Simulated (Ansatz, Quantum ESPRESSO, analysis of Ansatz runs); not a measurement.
# Li5AuO4 (C2/m), nudged elastic band: V_O hop (2.8 Å) (q = +2)

How high is the barrier when O changes place in Li5AuO4 (C2/m)? The case: V_O hop (2.8 Å), charge +2, in a cell of 80 host atoms with 1 O taken out.

Calculated with Ansatz 0.2.0; plane-wave PAW DFT, PBEsol; nudged elastic band between two relaxed defect structures at fixed charge in a uniform background.

## Step 1: Set-up

The cell holds 79 atoms: 40 Li, 8 Au and 31 O. Cell: a = 9.403 Å, b = 9.404 Å, c = 9.396 Å, α = 90.0°, β = 102.9°, γ = 90.0°. It derives from Li5AuO4 (space group C2/m). Nearest the centre at fractional (0.378, 0.500, 0.625): O34 at 1.39 Å, Au70 at 1.45 Å, Li30 at 1.48 Å, Li28 at 2.69 Å, Li22 at 2.70 Å, Li64 at 2.73 Å, Li62 at 2.74 Å, Li24 at 3.04 Å. The cell carries charge +2.

The cell's shortest repeat is 9.4 Å.

## Step 2: Relaxation of the start point, charge +2

The ends come first: from an unrelaxed start the top is counted from too high an energy, and the barrier comes out too low. Small random displacements break the symmetry of the ideal sites, so that the defect can distort if it gains by it. The charge of +2 is set by the electron count, and a uniform background keeps the cell neutral.

The input, qp2.start/input.yaml:

```yaml
crystal:
  lattice:
    - [9.40268524, 0.0, -0.02548652]
    - [0.0, 9.40405317, 0.0]
    - [-2.07562506, 0.0, 9.16358709]
  atoms:
    - { symbol: Li, position: [0.0, 0.7924353, 0.25] }
    - { symbol: Li, position: [0.25, 0.2924353, 0.25] }
    - { symbol: Li, position: [0.0, 0.28254642, 0.0] }
    - { symbol: Li, position: [0.25, 0.78254642, 0.0] }
    - { symbol: Li, position: [0.0, 0.71745358, 0.0] }
    - { symbol: Li, position: [0.25, 0.21745358, 0.0] }
    - { symbol: Li, position: [0.0, 0.2075647, 0.25] }
    - { symbol: Li, position: [0.25, 0.7075647, 0.25] }
    - { symbol: Li, position: [0.0, 0.0, 0.0] }
    - { symbol: Li, position: [0.25, 0.5, 0.0] }
    - { symbol: Au, position: [0.0, 0.5, 0.25] }
    - { symbol: Au, position: [0.25, 0.0, 0.25] }
    - { symbol: O, position: [0.12789862, 0.85260183, 0.12509074] }
    - { symbol: O, position: [0.37789862, 0.35260183, 0.12509074] }
    - { symbol: O, position: [0.12210138, 0.35260183, 0.37490926] }
    - { symbol: O, position: [0.37210138, 0.85260183, 0.37490926] }
    - { symbol: O, position: [0.12789862, 0.14739817, 0.12509074] }
    - { symbol: O, position: [0.37789862, 0.64739817, 0.12509074] }
    - { symbol: O, position: [0.12210138, 0.64739817, 0.37490926] }
    - { symbol: O, position: [0.37210138, 0.14739817, 0.37490926] }
    - { symbol: Li, position: [0.0, 0.7924353, 0.75] }
    - { symbol: Li, position: [0.25, 0.2924353, 0.75] }
    - { symbol: Li, position: [0.0, 0.28254642, 0.5] }
    - { symbol: Li, position: [0.25, 0.78254642, 0.5] }
    - { symbol: Li, position: [0.0, 0.71745358, 0.5] }
    - { symbol: Li, position: [0.25, 0.21745358, 0.5] }
    - { symbol: Li, position: [0.0, 0.2075647, 0.75] }
    - { symbol: Li, position: [0.25, 0.7075647, 0.75] }
    - { symbol: Li, position: [0.0, 0.0, 0.5] }
    - { symbol: Li, position: [0.25, 0.5, 0.5] }
    - { symbol: Au, position: [0.0, 0.5, 0.75] }
    - { symbol: Au, position: [0.25, 0.0, 0.75] }
    - { symbol: O, position: [0.12789862, 0.85260183, 0.62509074] }
    - { symbol: O, position: [0.37789862, 0.35260183, 0.62509074] }
    - { symbol: O, position: [0.12210138, 0.35260183, 0.87490926] }
    - { symbol: O, position: [0.37210138, 0.85260183, 0.87490926] }
    - { symbol: O, position: [0.12789862, 0.14739817, 0.62509074] }
    - { symbol: O, position: [0.12210138, 0.64739817, 0.87490926] }
    - { symbol: O, position: [0.37210138, 0.14739817, 0.87490926] }
    - { symbol: Li, position: [0.5, 0.7924353, 0.25] }
    - { symbol: Li, position: [0.75, 0.2924353, 0.25] }
    - { symbol: Li, position: [0.5, 0.28254642, 0.0] }
    - { symbol: Li, position: [0.75, 0.78254642, 0.0] }
    - { symbol: Li, position: [0.5, 0.71745358, 0.0] }
    - { symbol: Li, position: [0.75, 0.21745358, 0.0] }
    - { symbol: Li, position: [0.5, 0.2075647, 0.25] }
    - { symbol: Li, position: [0.75, 0.7075647, 0.25] }
    - { symbol: Li, position: [0.5, 0.0, 0.0] }
    - { symbol: Li, position: [0.75, 0.5, 0.0] }
    - { symbol: Au, position: [0.5, 0.5, 0.25] }
    - { symbol: Au, position: [0.75, 0.0, 0.25] }
    - { symbol: O, position: [0.62789862, 0.85260183, 0.12509074] }
    - { symbol: O, position: [0.87789862, 0.35260183, 0.12509074] }
    - { symbol: O, position: [0.62210138, 0.35260183, 0.37490926] }
    - { symbol: O, position: [0.87210138, 0.85260183, 0.37490926] }
    - { symbol: O, position: [0.62789862, 0.14739817, 0.12509074] }
    - { symbol: O, position: [0.87789862, 0.64739817, 0.12509074] }
    - { symbol: O, position: [0.62210138, 0.64739817, 0.37490926] }
    - { symbol: O, position: [0.87210138, 0.14739817, 0.37490926] }
    - { symbol: Li, position: [0.5, 0.7924353, 0.75] }
    - { symbol: Li, position: [0.75, 0.2924353, 0.75] }
    - { symbol: Li, position: [0.5, 0.28254642, 0.5] }
    - { symbol: Li, position: [0.75, 0.78254642, 0.5] }
    - { symbol: Li, position: [0.5, 0.71745358, 0.5] }
    - { symbol: Li, position: [0.75, 0.21745358, 0.5] }
    - { symbol: Li, position: [0.5, 0.2075647, 0.75] }
    - { symbol: Li, position: [0.75, 0.7075647, 0.75] }
    - { symbol: Li, position: [0.5, 0.0, 0.5] }
    - { symbol: Li, position: [0.75, 0.5, 0.5] }
    - { symbol: Au, position: [0.5, 0.5, 0.75] }
    - { symbol: Au, position: [0.75, 0.0, 0.75] }
    - { symbol: O, position: [0.62789862, 0.85260183, 0.62509074] }
    - { symbol: O, position: [0.87789862, 0.35260183, 0.62509074] }
    - { symbol: O, position: [0.62210138, 0.35260183, 0.87490926] }
    - { symbol: O, position: [0.87210138, 0.85260183, 0.87490926] }
    - { symbol: O, position: [0.62789862, 0.14739817, 0.62509074] }
    - { symbol: O, position: [0.87789862, 0.64739817, 0.62509074] }
    - { symbol: O, position: [0.62210138, 0.64739817, 0.87490926] }
    - { symbol: O, position: [0.87210138, 0.14739817, 0.87490926] }
total_charge: 2
basis:
  ecutwfc: 420
  xc_grid: 2
hamiltonian:
  xc: pbesol
kpoints:
  mp_grid: { grid: [1, 1, 1], shift: [0.25, 0.25, 0.25] }
scf:
  occupations: { method: fixed }
  max_iter: 120
output:
  forces: true
relax:
  f_tol: 0.02
  max_steps: 70
  random_displacement: { amplitude: 0.03, seed: 8319 }
```

The run is started by

```bash
$ ansatz run input.yaml --threads 4 --pin off --max-ram 15073MiB --backend cpu --events-out ev --progress --plain --runs-dir out
```

Output:

```text
The last accepted step is kept in <dir> (removed where the run ends without a failure and the disk answers)
Engine: ansatz 0.2.0, aarch64-unknown-linux-gnu
Pseudopotentials: kind: paw
Pseudopotential: Li, paw, valence charge 3, recommended cutoff 420 eV (normal), Li.paw.azcp
Pseudopotential: Au, paw, valence charge 19, recommended cutoff 420 eV (normal), Au.paw.azcp
Pseudopotential: O, paw, valence charge 6, recommended cutoff 420 eV (normal), O.paw.azcp
Functional definition: PBEsol
  exchange = pbesol_x
  correlation = pbesol_c
Crystal: 79 atoms, lattice volume = 809.778 Å³
Basis set: ecut = 420 eV, 15817 PW (Γ), exchange–correlation on 128×128×128 points (8 copies of the dense FFT grid, shifted against one another)
Bands: 307, of which v1, the nominal top of the filled ones, is band 228 counted from 1 (227 counted from 0)
Symmetry: 1 space group operations
k-points: 1
Non-local potential: Li, projectors of the file, l = 0: 3, l = 1: 2, l = 2: 1
Non-local potential: Au, projectors of the file, l = 0: 3, l = 1: 2, l = 2: 2, l = 3: 1
Non-local potential: O, projectors of the file, l = 0: 2, l = 1: 2, l = 2: 1
PAW form: soft (Blöchl's): semilocal exchange-correlation on the pseudo side does not see the compensation charge
PAW frozen core: Au, regenerated for the run's functional, and the local potential with it (the file was generated under x = pbe(κ = 0.804, μ = 0.219515), c = pbe(β = 0.066725))
PAW frozen core: O, regenerated for the run's functional, and the local potential with it (the file was generated under x = pbe(κ = 0.804, μ = 0.219515), c = pbe(β = 0.066725))
PAW one-centre angular grid: Li, 110 points (default); XC on 64 Gauss nodes
PAW one-centre angular grid: Au, 590 points (default); XC on 64 Gauss nodes
PAW one-centre angular grid: O, 110 points (default); XC on 64 Gauss nodes
Initial density: superposition of atomic densities (neutral atoms scaled as one to the charged cell's electrons: chi_scale 0, normalization atom), corrected by the library's trained network
Initial wavefunctions: pseudopotential atomic-orbital guess
Functional: x = pbesol(κ = 0.804, μ = 0.123457), c = pbesol(β = 0.046)
SCF iter   1: F=—  HF=-129617.669264 eV  |F-HF|=—  |Δ(HF+E_count)|=         —  Δρ=2.21e-2  dr2=7.53e0  ethr=1.77e-3  ⟨swp⟩=5.0  Hψ=892  notcnv=0  defer=75
preconditioner: auto → Resta (q_TF=auto, 2.479 Å⁻¹)  ε∞=3.8  [insulator: Δε(μ)=0.687 eV  Ē_g=13.714 eV  n_scr=218 (ndim 8)  ℏωp=23.0 eV  f_vac=0.072  ε∞_Penn≈3.8]
SCF iter   2: F=—  HF=-129616.960618 eV  |F-HF|=—  |Δ(HF+E_count)|=   7.09e-1  Δρ=2.51e-2  dr2=7.52e0  ethr=1.65e-3  ⟨swp⟩=2.0  Hψ=479  notcnv=0  defer=71
SCF iter   3: F=—  HF=-129616.441216 eV  |F-HF|=—  |Δ(HF+E_count)|=   5.19e-1  Δρ=1.07e-2  dr2=2.21e0  ethr=1.65e-3  ⟨swp⟩=2.0  Hψ=382  notcnv=0  defer=76
SCF iter   4: F=—  HF=-129616.255855 eV  |F-HF|=—  |Δ(HF+E_count)|=   1.85e-1  Δρ=5.30e-3  dr2=4.65e-1  ethr=4.84e-4  ⟨swp⟩=1.0  Hψ=304  notcnv=0  defer=59
automatic band count: iteration 4 solves 296 bands in place of 307: the levels show a gap, and the empty bands left out lie too high to hold charge; the band table lists the bands solved (type scf.n_extra_bands for more)
SCF iter   5: F=—  HF=-129616.221904 eV  |F-HF|=—  |Δ(HF+E_count)|=   3.40e-2  Δρ=4.94e-3  dr2=2.81e-1  ethr=1.02e-4  ⟨swp⟩=2.0  Hψ=305  notcnv=0  defer=66
SCF iter   6: F=—  HF=-129616.219431 eV  |F-HF|=—  |Δ(HF+E_count)|=   2.47e-3  Δρ=3.18e-3  dr2=1.32e-1  ethr=6.15e-5  ⟨swp⟩=4.0  Hψ=418  notcnv=0  defer=76
automatic band count: iteration 6 solves 307 bands in place of 296: the levels no longer show a gap clear of their residuals, so the SCF keeps every band
SCF iter   7: F=—  HF=-129616.211026 eV  |F-HF|=—  |Δ(HF+E_count)|=   8.41e-3  Δρ=1.51e-3  dr2=3.83e-2  ethr=2.90e-5  ⟨swp⟩=1.0  Hψ=315  notcnv=0  defer=71
SCF iter   8: F=—  HF=-129616.210091 eV  |F-HF|=—  |Δ(HF+E_count)|=   9.35e-4  Δρ=3.31e-3  dr2=1.64e-1  ethr=8.40e-6  ⟨swp⟩=2.0  Hψ=239  notcnv=0  defer=76  recentre
SCF iter   9: F=—  HF=-129616.209847 eV  |F-HF|=—  |Δ(HF+E_count)|=   2.43e-4  Δρ=1.14e-3  dr2=1.99e-2  ethr=8.40e-6  ⟨swp⟩=1.0  Hψ=237  notcnv=0  defer=74
SCF iter  10: F=—  HF=-129616.208957 eV  |F-HF|=—  |Δ(HF+E_count)|=   8.91e-4  Δρ=9.38e-4  dr2=1.42e-2  ethr=4.36e-6  ⟨swp⟩=1.0  Hψ=237  notcnv=0  defer=70
SCF iter  11: F=—  HF=-129616.208335 eV  |F-HF|=—  |Δ(HF+E_count)|=   6.21e-4  Δρ=9.96e-4  dr2=1.64e-2  ethr=3.11e-6  ⟨swp⟩=1.0  Hψ=237  notcnv=0  defer=70
SCF iter  12: F=—  HF=-129616.207977 eV  |F-HF|=—  |Δ(HF+E_count)|=   3.58e-4  Δρ=5.36e-4  dr2=4.07e-3  ethr=3.11e-6  ⟨swp⟩=1.0  Hψ=237  notcnv=0  defer=70
SCF iter  13: F=—  HF=-129616.209493 eV  |F-HF|=—  |Δ(HF+E_count)|=   1.52e-3  Δρ=2.69e-4  dr2=1.00e-3  ethr=8.93e-7  ⟨swp⟩=1.0  Hψ=237  notcnv=0  defer=70
SCF iter  14: F=—  HF=-129616.209463 eV  |F-HF|=—  |Δ(HF+E_count)|=   2.95e-5  Δρ=8.78e-5  dr2=8.15e-5  ethr=2.20e-7  ⟨swp⟩=1.0  Hψ=237  notcnv=0  defer=70
SCF iter  15: F=—  HF=-129616.209460 eV  |F-HF|=—  |Δ(HF+E_count)|=   2.70e-6  Δρ=5.76e-5  dr2=3.95e-5  ethr=1.79e-8  ⟨swp⟩=1.0  Hψ=237  notcnv=0  defer=70
SCF iter  16: F=—  HF=-129616.209460 eV  |F-HF|=—  |Δ(HF+E_count)|=   6.52e-7  Δρ=3.86e-5  dr2=2.07e-5  ethr=8.65e-9  ⟨swp⟩=1.0  Hψ=237  notcnv=0  defer=70
SCF iter  17: F=-129616.209457 eV  HF=-129616.209459 eV  |F-HF|=2.14e-6  |Δ(HF+E_count)|=   5.39e-7  Δρ=1.53e-5  dr2=2.91e-6  ethr=2.19e-9  ⟨swp⟩=2.0  Hψ=652  notcnv=0
SCF 1 converged in 17 iterations: F = -129616.209457 eV  dr2 = 2.91e-6
  greatest PAW one-centre occupation: 1.001 electrons in one spin orbital (limit 2), on the Au atom at site 30 (counted from 0), in its partial waves of l = 0
relax step   1: F+E_penalty+E_count = -129616.20945711 eV  Δ(F+E_penalty+E_count) = +0.000e0 eV  max|allowed force component| = 1.481e0 eV/Å  Δτ_max = 0.0000 Å  (17 SCF iters, dr2 threshold 1.00e-5 eV, accepted)
[... the SCF cycles and remarks between the steps are left out from here to the last step ...]
relax step   2: F+E_penalty+E_count = -129617.14364369 eV  Δ(F+E_penalty+E_count) = -9.342e-1 eV  max|allowed force component| = 6.927e-1 eV/Å  Δτ_max = 0.1852 Å  (12 SCF iters, dr2 threshold 1.00e-4 eV, accepted)
relax step   3: F+E_penalty+E_count = -129617.47223031 eV  Δ(F+E_penalty+E_count) = -3.286e-1 eV  max|allowed force component| = 5.852e-1 eV/Å  Δτ_max = 0.2000 Å  (12 SCF iters, dr2 threshold 3.00e-5 eV, accepted)
relax step   4: F+E_penalty+E_count = -129617.54270859 eV  Δ(F+E_penalty+E_count) = -7.048e-2 eV  max|allowed force component| = 1.691e-1 eV/Å  Δτ_max = 0.0576 Å  (8 SCF iters, dr2 threshold 7.49e-5 eV, accepted)
relax step   5: F+E_penalty+E_count = -129617.55180650 eV  Δ(F+E_penalty+E_count) = -9.098e-3 eV  max|allowed force component| = 9.463e-2 eV/Å  Δτ_max = 0.0125 Å  (10 SCF iters, dr2 threshold 2.39e-6 eV, accepted)
relax step   6: F+E_penalty+E_count = -129617.54441634 eV  Δ(F+E_penalty+E_count) = +7.390e-3 eV  max|allowed force component| = 1.117e-1 eV/Å  Δτ_max = 0.0609 Å  (10 SCF iters, dr2 threshold 7.48e-7 eV, rejected (line search))
SCF iter   1: F=—  HF=-129617.556830 eV  |F-HF|=—  |Δ(HF+E_count)|=         —  Δρ=3.27e-3  dr2=3.59e-2  ethr=1.55e-4  ⟨swp⟩=3.0  Hψ=471  notcnv=0  defer=66
automatic band count: iteration 1 solves 296 bands in place of 307: the levels show a gap, and the empty bands left out lie too high to hold charge; the band table lists the bands solved (type scf.n_extra_bands for more)
SCF iter   2: F=—  HF=-129617.555581 eV  |F-HF|=—  |Δ(HF+E_count)|=   1.25e-3  Δρ=2.41e-3  dr2=5.62e-2  ethr=7.88e-6  ⟨swp⟩=4.0  Hψ=612  notcnv=0  defer=77
automatic band count: iteration 2 solves 307 bands in place of 296: the levels no longer show a gap clear of their residuals, so the SCF keeps every band
SCF iter   3: F=—  HF=-129617.555410 eV  |F-HF|=—  |Δ(HF+E_count)|=   1.70e-4  Δρ=1.94e-3  dr2=3.95e-2  ethr=7.88e-6  ⟨swp⟩=2.0  Hψ=473  notcnv=0  defer=73
SCF iter   4: F=—  HF=-129617.552406 eV  |F-HF|=—  |Δ(HF+E_count)|=   3.00e-3  Δρ=6.89e-4  dr2=4.40e-3  ethr=7.88e-6  ⟨swp⟩=2.0  Hψ=394  notcnv=0  defer=71
SCF iter   5: F=—  HF=-129617.552120 eV  |F-HF|=—  |Δ(HF+E_count)|=   2.86e-4  Δρ=1.62e-4  dr2=2.44e-4  ethr=9.66e-7  ⟨swp⟩=1.0  Hψ=237  notcnv=0  defer=70
SCF iter   6: F=—  HF=-129617.552080 eV  |F-HF|=—  |Δ(HF+E_count)|=   3.99e-5  Δρ=9.80e-5  dr2=1.09e-4  ethr=5.36e-8  ⟨swp⟩=2.0  Hψ=384  notcnv=0  defer=70
SCF iter   7: F=—  HF=-129617.552113 eV  |F-HF|=—  |Δ(HF+E_count)|=   3.21e-5  Δρ=4.71e-5  dr2=2.36e-5  ethr=2.39e-8  ⟨swp⟩=2.0  Hψ=368  notcnv=0  defer=70
SCF iter   8: F=—  HF=-129617.553824 eV  |F-HF|=—  |Δ(HF+E_count)|=   1.71e-3  Δρ=1.74e-5  dr2=2.27e-6  ethr=5.18e-9  ⟨swp⟩=2.0  Hψ=379  notcnv=0  defer=70
SCF iter   9: F=—  HF=-129617.553825 eV  |F-HF|=—  |Δ(HF+E_count)|=   6.83e-7  Δρ=1.17e-5  dr2=1.49e-6  ethr=4.97e-10  ⟨swp⟩=2.0  Hψ=427  notcnv=0  defer=70
SCF iter  10: F=-129617.553825 eV  HF=-129617.553825 eV  |F-HF|=1.69e-8  |Δ(HF+E_count)|=   7.77e-9  Δρ=2.42e-6  dr2=5.15e-8  ethr=2.19e-11  ⟨swp⟩=2.0  Hψ=853  notcnv=0
SCF 7 converged in 10 iterations: F = -129617.553825 eV  dr2 = 5.15e-8
relax step   7: F+E_penalty+E_count = -129617.55382463 eV  Δ(F+E_penalty+E_count) = -2.018e-3 eV  max|allowed force component| = 1.577e-2 eV/Å  Δτ_max = 0.0201 Å  (10 SCF iters, accepted)
SCF converged after 10 iterations
Free energy (F): -129617.553825 eV
Harris-Foulkes:  -129617.553825 eV  (|F-HF|=1.69e-8)
Internal energy: -129617.553825 eV  (E = F + TS)
E sigma→0 (E₀):  -129617.553825 eV
Fermi energy:    5.307207 eV
--- Per-component energies (eV) ---
  E_band       = -7093.208134
  E_kinetic    = 11132.421193
  E_local      = -41117.277978  (includes V_loc(G=0)·N_el)
  E_nonlocal   = 785.454822
  E_hartree    = 16106.033211
  E_xc         = -4503.420396
  E_vxc        = -5656.545317  (∫ρ·V_xc dr)
  E_paw        = -82010.759994  (= ΣΔE_a)
  E_vpaw       = -4449.413599  (= ΣTr[D̂ρ^β])
  E_aug_tail   = 0.089230  (compensation charges beyond the density's cutoff)
  E_ewald      = -30013.663671
  E_core_change = 3.569758  (= ΣΔE_core)
  E_smearing   = -0.000000  (= −TS)
  E_closure    = 0.000000  (closes the sum)
  E_deformation_potential = 32.277863  (in the stress; not in F)
  Σ components = -129617.553825   (vs F -129617.553825, Δ=0.00e0)
--- Forces (eV/Å), atoms counted from 1 ---
  atom   1  Li     0.00435253     0.00119815     0.00227549
  atom   2  Li    -0.00096827    -0.00742844    -0.00232885
  [... 19 atoms left out ...]
  atom  22  Li    -0.00369842    -0.00331284     0.00321592
  [... 1 atom left out ...]
  atom  24  Li     0.00211285    -0.00690591     0.00734234
  [... 1 atom left out ...]
  atom  26  Li    -0.00209784    -0.00333663    -0.00325113
  [... 1 atom left out ...]
  atom  28  Li     0.00061575    -0.00517597    -0.00428008
  [... 1 atom left out ...]
  atom  30  Li    -0.00390680     0.00568236    -0.00187650
  [... 3 atoms left out ...]
  atom  34  O     -0.00614460    -0.00760513    -0.00570706
  [... 25 atoms left out ...]
  atom  60  Li    -0.00160557     0.00758110    -0.00056611
  [... 1 atom left out ...]
  atom  62  Li     0.00420594    -0.00385992     0.00042111
  [... 1 atom left out ...]
  atom  64  Li     0.00006790    -0.00300141    -0.00394546
  [... 5 atoms left out ...]
  atom  70  Au    -0.01107015     0.00767375    -0.01087120
  [... 9 atoms left out ...]
  max |Σ_I F_I| component: 1.21e-4 eV/Å
--- Relaxed structure (7 steps of the walk, 6 accepted, 0 SCFs on fresh bases) ---
  F+E_penalty+E_count = -129617.55382463 eV   max|allowed force component| = 1.577e-2 eV/Å
  atoms:
    - { symbol: Li, position: [-0.002330, 0.791516, 0.246876] }
    - { symbol: Li, position: [0.249690, 0.290663, 0.247421] }
    [... 19 atoms left out ...]
    - { symbol: Li, position: [0.246850, 0.294508, 0.748828] }
    [... 1 atom left out ...]
    - { symbol: Li, position: [0.223406, 0.812941, 0.472201] }
    [... 1 atom left out ...]
    - { symbol: Li, position: [0.246444, 0.210926, 0.497201] }
    [... 1 atom left out ...]
    - { symbol: Li, position: [0.239433, 0.713072, 0.758686] }
    [... 1 atom left out ...]
    - { symbol: Li, position: [0.231330, 0.485004, 0.484074] }
    [... 3 atoms left out ...]
    - { symbol: O, position: [0.370950, 0.370219, 0.620587] }
    [... 25 atoms left out ...]
    - { symbol: Li, position: [0.526215, 0.814709, 0.774086] }
    [... 1 atom left out ...]
    - { symbol: Li, position: [0.497122, 0.287715, 0.497903] }
    [... 1 atom left out ...]
    - { symbol: Li, position: [0.508583, 0.734846, 0.490217] }
    [... 5 atoms left out ...]
    - { symbol: Au, position: [0.501012, 0.502988, 0.753101] }
    [... 9 atoms left out ...]
```

Run time: 74 s. Hardware: 4 threads of Arm Neoverse V2, shared host; peak memory 1.4 GiB.

Relaxation path:

```csv
step,energy less that of the first step (eV),largest force component (eV/Å)
1,0.0000,1.4810
2,-0.9342,0.6927
3,-1.2628,0.5852
4,-1.3333,0.1691
5,-1.3423,0.0946
6,-1.3350,0.1117
7,-1.3444,0.0158
```

Relaxation step 6 was tried and not accepted.

The atoms that moved most (Å, from the sites as typed, ahead of the random displacement, the mean shift of all atoms taken out):

```csv
atom,dx,dy,dz,length
Li24,-0.191,0.281,-0.252,0.423
Li60,0.198,0.205,0.222,0.361
Li30,-0.141,-0.145,-0.143,0.248
Li64,0.102,0.159,-0.088,0.209
O34,-0.055,0.161,-0.039,0.175
Li28,-0.116,0.047,0.082,0.150
Li45,0.059,-0.089,0.090,0.140
O36,0.033,-0.051,-0.067,0.090
```

Neighbours of O34 at the end:

```csv
atom,distance (Å)
Li30,1.944
Au70,1.981
Li22,1.987
Li62,1.987
Li26,2.086
Li66,2.166
O15,2.941
O74,2.999
```

Read from the output:

```yaml
free_energy: -129617.5538 eV
r_m_s_move_of_the_farther_half_of_the_atoms: 0.03487 Å
largest_move_from_the_ideal_geometry_of_this_structure_a_common_shift_of_the_far_atoms_taken_out: 0.4329 Å
```

The relaxation gained 1.344 eV and ended with a largest force component of 0.016 eV/Å.

(Part 1 of 4 ends here.)

[Long decimals in the printed logs are rounded to 6 places.]

[Repeated set-up lines and some long k-point lines are left out of the logs, and relaxed atomic positions are cut to six decimals.]

[Logs are printed without paths, hosts, clocks, repeated set-up lines and the standing remarks that a program may print on its own settings, such as how far it seeks lower states.]

[Hosts, paths, dates, database ids (printed as entryN), source tags and the programs' standing remarks are cut or masked in the printed files.]
